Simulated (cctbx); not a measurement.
# Accept or mend?

Cell a = 5.0750 Å, b = 5.0750 Å, c = 24.5250 Å, α = 90.00°, β = 90.00°, γ = 120.00°; space group R-3m (no. 166). The compound is Gd3Zn2Co7.

Simulated single-crystal data (cctbx): Mo Kα, λ = 0.71073 Å, to d = 0.77 Å, 95 % of the full sphere, strongest reflection 40000 counts, noise from counting, a 1.5 % proportional error and a noise floor of 2 counts (s.d.); no absorption, and some extinction, which the refinements don't model.

An isotropic refinement with weights 1/σ² prints:

```text
Rint 0.016, 195 unique reflections to 0.77 A
cycle     R1     wR2    GooF  max shift (A)
   1  0.5922  0.8902  84.627   0.28064
   7  0.0141  0.0441   4.193   0.00012
final R1 0.0141 wR2 0.0441 GooF 4.193  parameters 12  data/parameter 16.2
atom        x        y        z      Ueq    occ   su(xyz)  su(Uiso or U11)
Gd1    0.00000  0.00000  0.00000   0.0138  1.000  0.00000  0.0002
Gd2    0.00000  0.00000  0.14072   0.0159  1.000  0.00002  0.0002
Zn1    0.33333  0.66667  0.00241   0.0207  1.000  0.00006  0.0003
Co1    0.33333  0.66667  0.16667   0.0201  1.000  0.00000  0.0005
Co2    0.49484  0.50516  0.07924   0.0191  1.000  0.00011  0.0003
Co3    0.44992 -0.10015  0.91875   1.0000  1.000  0.01093  0.0610
difference map: max 0.80 min -1.15 rms 0.43
Q1    0.0764  0.1528  0.6626   18    0.81  0.67 A from Zn1
Q2    0.0635  0.1269  0.1491   18    0.79  0.59 A from Gd2
Q3    0.1110  0.2220  0.8348   18    0.79  1.15 A from Gd2
Q4    0.0882  0.1764  0.3381   18    0.70  0.78 A from Zn1
Q5    0.0000  0.3606  0.0000   18    0.59  1.63 A from Zn1
Q6    0.0000  0.0000  0.1069    6    0.48  0.83 A from Gd2
```

**Question.** Can this result stand? If not, what is the likely fault?

Mend it. The fault: spurious atom: Co3. Against the right model at the same level, R1 goes from 0.0058 to 0.0141 and GooF from 1.21 to 4.19, Co3 takes U = the program's ceiling and the top difference peak, 0.8 e/Å³, lies 0.67 Å from Zn1. A site with no density behind it hides by a very large U or drifts.

The compound is Gd3Zn2Co7. The right model at the same level gives:

```text
Rint 0.016, 195 unique reflections to 0.77 A
cycle     R1     wR2    GooF  max shift (A)
   1  0.0878  0.2120  19.988   0.03128
   2  0.0058  0.0128   1.210   0.00000
final R1 0.0058 wR2 0.0128 GooF 1.210  parameters 9  data/parameter 21.7
atom        x        y        z      Ueq    occ   su(xyz)  su(Uiso or U11)
Gd1    0.00000  0.00000  0.00000   0.0137  1.000  0.00000  0.0001
Gd2    0.00000  0.00000  0.14072   0.0159  1.000  0.00001  0.0001
Zn1    0.33333  0.66667  0.00242   0.0207  1.000  0.00002  0.0001
Co1    0.33333  0.66667  0.16667   0.0200  1.000  0.00000  0.0001
Co2    0.49485  0.50515  0.07924   0.0190  1.000  0.00003  0.0001
difference map: max 0.23 min -0.48 rms 0.10
Q1    0.0529  0.1058  0.0988   18    0.24  1.13 A from Gd2
Q2    0.0714  0.1428  0.3991   18    0.23  0.86 A from Co2
Q3    0.1048  0.2096  0.3642   18    0.23  1.16 A from Zn1
Q4    0.0000  0.0000  0.4344    6    0.21  1.52 A from Co2
Q5    0.0844  0.1689  0.2209   18    0.21  1.12 A from Co2
Q6    0.1189  0.2377  0.6721   18    0.20  1.06 A from Zn1
```

The model was made for the exercise: a known structure type with other elements put in, its volume estimated, not relaxed; displacement parameters are assumed.

[Middle refinement cycles are left out of these outputs.]

[Logs are printed without paths, hosts, clocks, repeated set-up lines and the standing remarks that a program may print on its own settings, such as how far it seeks lower states.]
